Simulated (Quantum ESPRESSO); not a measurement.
# Magnetic state of NiO from several starts, part 2 of 3

Aim: find out which collinear order of NiO costs least.

Quantum ESPRESSO 7.5; PBE; plane waves with GBRV 1.5 PBE potentials, no spin-orbit coupling.

So far, absolute magnetization (μB): step 2 (start 1: ferro +) 1.33.

## Step 5: Run 4 (no spin polarisation)

Contents of pw.in:

```
&CONTROL
  calculation = 'scf'
  prefix = 'pwscf'
  outdir = './tmp'
  pseudo_dir = './pseudo'
  disk_io = 'nowf'
/
&SYSTEM
  ibrav = 0
  celldm(1) = 8
  nat = 2
  ntyp = 2
  ecutwfc = 40
  ecutrho = 280
  nbnd = 19
  occupations = 'smearing'
  smearing = 'fd'
  degauss = 0.00734986
/
&ELECTRONS
  conv_thr = 4d-09
  electron_maxstep = 150
  mixing_beta = 0.3
/
ATOMIC_SPECIES
Ni     58.6934 ni_pbe_v1.4.uspp.F.UPF
O      15.9990 o_pbe_v1.2.uspp.F.UPF
CELL_PARAMETERS alat
   0.0000000000000    0.4927228531442    0.4927228531442
   0.4927228531442    0.0000000000000    0.4927228531442
   0.4927228531442    0.4927228531442    0.0000000000000
ATOMIC_POSITIONS crystal
Ni      0.0000000000    0.0000000000    0.0000000000
O       0.5000000000    0.5000000000    0.5000000000
K_POINTS automatic
8 8 8 0 0 0
```

Launch:

```sh
> OMP_NUM_THREADS=1 mpirun -n 4 pw.x -nk 4 -in pw.in > pw.out
```

What it wrote:

```text
     [... lines left out ...]
Program PWSCF v.7.5 starts
     [... lines left out ...]
     number of atoms/cell      =            2
     [... lines left out ...]
     number of electrons       =        24.00
     number of Kohn-Sham states=           19
     kinetic-energy cutoff     =      40.0000  Ry
     charge density cutoff     =     280.0000  Ry
     scf convergence threshold =      4.0E-09
     [... lines left out ...]
     48 Sym. Ops., with inversion, found
     [... lines left out ...]
     number of k points=    29  Fermi-Dirac smearing, width (Ry)=  0.0073
     [... lines left out ...]
     iteration # 12     ecut=    40.00 Ry     beta= 0.30
     [... lines left out ...]
     the Fermi energy is    14.3323 ev
!    total energy              =    -375.49816096 Ry
     estimated scf accuracy    <          2.7E-09 Ry
     smearing contrib. (-TS)   =      -0.00539585 Ry
     [... lines left out ...]
     convergence has been achieved in  12 iterations
```

The job ended after 2.4 s (4 MPI ranks of Arm Neoverse V2, shared host; peak memory 0.22 GiB; 9.4 s of CPU time).

Read from the output:

```yaml
smearing_term_ts: 0.07341 eV
final_state: non-magnetic (no spin polarisation)
```

## Step 6: The states side by side

An order is kept where moments of 0.15 μB or more survive with the typed signs; meshes match where a doubled cell samples the same k points as the first cell.

Orders:

```csv
start,final state,typed order kept,energy over the lowest (meV a seeded atom),largest site moment (μB),net moment (μB a cell of the first run),mesh matched,CPU time (s)
ferro +,ferromagnetic,yes,239.8,1.099,1.325,yes,20.01
"antiferro q=(0,1/2,1/2) +-",antiferromagnetic,yes,257.7,0.7605,0,yes,132.7
"antiferro q=(0,0,1/2) +-",antiferromagnetic,yes,0,1.335,0,yes,66.06
no spin polarisation,non-magnetic,-,281.4,0,0,yes,9.41
```

## Step 7: The lowest state again, with its states saved

Contents of pw.in:

```
&CONTROL
  calculation = 'scf'
  prefix = 'pwscf'
  outdir = './tmp'
  pseudo_dir = './pseudo'
  disk_io = 'low'
/
&SYSTEM
  ibrav = 0
  celldm(1) = 8
  nat = 4
  ntyp = 3
  ecutwfc = 40
  ecutrho = 280
  nbnd = 37
  occupations = 'smearing'
  smearing = 'fd'
  degauss = 0.00734986
  nspin = 2
  starting_magnetization(1) = 0.1111
  starting_magnetization(2) = -0.1111
  starting_magnetization(3) = 0
/
&ELECTRONS
  conv_thr = 8d-09
  electron_maxstep = 150
  mixing_beta = 0.3
/
ATOMIC_SPECIES
Ni1    58.6934 ni_pbe_v1.4.uspp.F.UPF
Ni2    58.6934 ni_pbe_v1.4.uspp.F.UPF
O      15.9990 o_pbe_v1.2.uspp.F.UPF
CELL_PARAMETERS alat
   0.0000000000000    0.4927228531442    0.4927228531442
   0.4927228531442    0.0000000000000    0.4927228531442
   0.9854457062883    0.9854457062883    0.0000000000000
ATOMIC_POSITIONS crystal
Ni1     0.0000000000    0.0000000000    0.0000000000
Ni2     0.0000000000    0.0000000000    0.5000000000
O       0.5000000000    0.5000000000    0.2500000000
O       0.5000000000    0.5000000000    0.7500000000
K_POINTS automatic
8 8 4 0 0 0
```

What it wrote:

```text
     [... lines left out ...]
Program PWSCF v.7.5 starts
     [... lines left out ...]
     number of atoms/cell      =            4
     [... lines left out ...]
     number of electrons       =        48.00
     number of Kohn-Sham states=           37
     kinetic-energy cutoff     =      40.0000  Ry
     charge density cutoff     =     280.0000  Ry
     scf convergence threshold =      8.0E-09
     [... lines left out ...]
     12 Sym. Ops., with inversion, found
     [... lines left out ...]
     number of k points=    35  Fermi-Dirac smearing, width (Ry)=  0.0073
     [... lines left out ...]
     iteration # 15     ecut=    40.00 Ry     beta= 0.30
     [... lines left out ...]
     Magnetic moment per site  (integrated on atomic sphere of radius R)
     atom   1 (R=0.203)  charge= 15.6803  magn=  1.3348
     atom   2 (R=0.203)  charge= 15.6802  magn= -1.3348
     atom   3 (R=0.203)  charge=  5.6619  magn=  0.0000
     atom   4 (R=0.203)  charge=  5.6619  magn=  0.0000
     [... lines left out ...]
     the Fermi energy is    14.3901 ev
!    total energy              =    -751.03768207 Ry
     estimated scf accuracy    <          7.3E-09 Ry
     smearing contrib. (-TS)   =      -0.00051315 Ry
     [... lines left out ...]
     total magnetization       =    -0.00 Bohr mag/cell
     absolute magnetization    =     2.96 Bohr mag/cell
     convergence has been achieved in  15 iterations
```

Wall time 18 s (4 MPI ranks); peak memory 0.34 GiB; 71 s of CPU time.

Numbers from this step:

```yaml
smearing_term_ts: 0.006982 eV
magnetization: 0 μB
absolute_magnetization: 2.956 μB
final_state: antiferromagnetic
largest_moment: 1.335 μB
```

## Step 8: Projections on atomic orbitals

projwfc.x projects the saved states on orthogonalised atomic orbitals of the pseudopotential files.

What it wrote:

```text
[banner, memory and clock lines left out]
Program PROJWFC v.7.5 starts

     [... lines left out ...]
     IMPORTANT: XC functional enforced from input :
     Exchange-correlation= PBE
                           (   1   4   3   4   0   0   0)
     Any further DFT definition will be discarded
     Please, verify this is what you really want

     G-vector sticks info

     Check: negative core charge=   -0.000014

     Gaussian broadening (read from input): ngauss,degauss=   0    0.010000

     Calling projwave ....

  Problem Sizes
  natomwfc =           34
  nbnd     =           37
  nkstot   =           70
  npwx     =         1075
  nkb      =           62

     Atomic states used for projection
     (read from pseudopotential files):

     state #   1: atom   1 (Ni1), wfc  1 (l=0 m= 1)
     state #   2: atom   1 (Ni1), wfc  2 (l=1 m= 1)
     state #   3: atom   1 (Ni1), wfc  2 (l=1 m= 2)
     state #   4: atom   1 (Ni1), wfc  2 (l=1 m= 3)
     state #   5: atom   1 (Ni1), wfc  3 (l=2 m= 1)
     state #   6: atom   1 (Ni1), wfc  3 (l=2 m= 2)
     state #   7: atom   1 (Ni1), wfc  3 (l=2 m= 3)
     state #   8: atom   1 (Ni1), wfc  3 (l=2 m= 4)
     state #   9: atom   1 (Ni1), wfc  3 (l=2 m= 5)
     state #  10: atom   1 (Ni1), wfc  4 (l=0 m= 1)
     state #  11: atom   1 (Ni1), wfc  5 (l=1 m= 1)
     state #  12: atom   1 (Ni1), wfc  5 (l=1 m= 2)
     state #  13: atom   1 (Ni1), wfc  5 (l=1 m= 3)
     state #  14: atom   2 (Ni2), wfc  1 (l=0 m= 1)
     state #  15: atom   2 (Ni2), wfc  2 (l=1 m= 1)
     state #  16: atom   2 (Ni2), wfc  2 (l=1 m= 2)
     state #  17: atom   2 (Ni2), wfc  2 (l=1 m= 3)
     state #  18: atom   2 (Ni2), wfc  3 (l=2 m= 1)
     state #  19: atom   2 (Ni2), wfc  3 (l=2 m= 2)
     state #  20: atom   2 (Ni2), wfc  3 (l=2 m= 3)
     state #  21: atom   2 (Ni2), wfc  3 (l=2 m= 4)
     state #  22: atom   2 (Ni2), wfc  3 (l=2 m= 5)
     state #  23: atom   2 (Ni2), wfc  4 (l=0 m= 1)
     state #  24: atom   2 (Ni2), wfc  5 (l=1 m= 1)
     state #  25: atom   2 (Ni2), wfc  5 (l=1 m= 2)
     state #  26: atom   2 (Ni2), wfc  5 (l=1 m= 3)
     state #  27: atom   3 (O  ), wfc  1 (l=0 m= 1)
     state #  28: atom   3 (O  ), wfc  2 (l=1 m= 1)
     state #  29: atom   3 (O  ), wfc  2 (l=1 m= 2)
     state #  30: atom   3 (O  ), wfc  2 (l=1 m= 3)
     state #  31: atom   4 (O  ), wfc  1 (l=0 m= 1)
     state #  32: atom   4 (O  ), wfc  2 (l=1 m= 1)
     state #  33: atom   4 (O  ), wfc  2 (l=1 m= 2)
     state #  34: atom   4 (O  ), wfc  2 (l=1 m= 3)

 [... projections of the bands left out ...]

Lowdin Charges:

     Atom #   1: total charge =  17.6783, s =  2.3720, p =  6.9151, d =  8.3911,
                 spin up      =   9.5001, s =  1.1805,
                 spin up      =   9.5001, p =  3.4482, pz=  1.1494, px=  1.1494, py=  1.1494,
                 spin up      =   9.5001, d =  4.8713, dz2=  0.9548, dxz=  0.9873, dyz=  0.9873, dx2-y2=  0.9548, dxy=  0.9873,
                 spin down    =   8.1782, s =  1.1916,
                 spin down    =   8.1782, p =  3.4669, pz=  1.1556, px=  1.1556, py=  1.1556,
                 spin down    =   8.1782, d =  3.5197, dz2=  0.2930, dxz=  0.9779, dyz=  0.9779, dx2-y2=  0.2930, dxy=  0.9779,
                 polarization =   1.3219, s = -0.0111, p = -0.0186, d =  1.3516,
     Atom #   2: total charge =  17.6783, s =  2.3720, p =  6.9151, d =  8.3911,
                 spin up      =   8.1782, s =  1.1916,
                 spin up      =   8.1782, p =  3.4669, pz=  1.1556, px=  1.1556, py=  1.1556,
                 spin up      =   8.1782, d =  3.5197, dz2=  0.2930, dxz=  0.9779, dyz=  0.9779, dx2-y2=  0.2930, dxy=  0.9779,
                 spin down    =   9.5001, s =  1.1805,
                 spin down    =   9.5001, p =  3.4482, pz=  1.1494, px=  1.1494, py=  1.1494,
                 spin down    =   9.5001, d =  4.8713, dz2=  0.9548, dxz=  0.9873, dyz=  0.9873, dx2-y2=  0.9548, dxy=  0.9873,
                 polarization =  -1.3219, s =  0.0111, p =  0.0186, d = -1.3516,
     Atom #   3: total charge =   6.2690, s =  1.6426, p =  4.6264, d =  0.0000,
                 spin up      =   3.1345, s =  0.8213,
                 spin up      =   3.1345, p =  2.3132, pz=  0.7711, px=  0.7711, py=  0.7711,
                 spin up      =   3.1345, d =  0.0000, dz2=  0.0000, dxz=  0.0000, dyz=  0.0000, dx2-y2=  0.0000, dxy=  0.0000,
                 spin down    =   3.1345, s =  0.8213,
                 spin down    =   3.1345, p =  2.3132, pz=  0.7711, px=  0.7711, py=  0.7711,
                 spin down    =   3.1345, d =  0.0000, dz2=  0.0000, dxz=  0.0000, dyz=  0.0000, dx2-y2=  0.0000, dxy=  0.0000,
                 polarization =   0.0000, s = -0.0000, p =  0.0000, d =  0.0000,
     Atom #   4: total charge =   6.2690, s =  1.6426, p =  4.6264, d =  0.0000,
                 spin up      =   3.1345, s =  0.8213,
                 spin up      =   3.1345, p =  2.3132, pz=  0.7711, px=  0.7711, py=  0.7711,
                 spin up      =   3.1345, d =  0.0000, dz2=  0.0000, dxz=  0.0000, dyz=  0.0000, dx2-y2=  0.0000, dxy=  0.0000,
                 spin down    =   3.1345, s =  0.8213,
                 spin down    =   3.1345, p =  2.3132, pz=  0.7711, px=  0.7711, py=  0.7711,
                 spin down    =   3.1345, d =  0.0000, dz2=  0.0000, dxz=  0.0000, dyz=  0.0000, dx2-y2=  0.0000, dxy=  0.0000,
                 polarization =   0.0000, s = -0.0000, p =  0.0000, d =  0.0000,
     Spilling Parameter:   0.0022
```

Wall time 1.5 s (4 MPI ranks); peak memory 0.06 GiB.

```csv
atom,moment in the sphere (μB),Löwdin moment (μB),Löwdin charge (e)
Ni1,1.335,1.322,17.678
Ni2,-1.335,-1.322,17.678
O3,0.000,0.000,6.269
O4,0.000,0.000,6.269
```

(Part 2 of 3 ends here.)

[Logs and program files are shortened in this print: banners, set-up blocks, solver, clock and traceback lines can be left out without a mark of their own.]

[Logs are printed without paths, hosts, clocks, repeated set-up lines and the standing remarks that a program may print on its own settings, such as how far it seeks lower states.]

[Hosts, paths, dates, database ids (printed as entryN), source tags and the programs' standing remarks are cut or masked in the printed files.]

[Where a cell is said to come from a database of computed structures, the database is the Materials Project.]
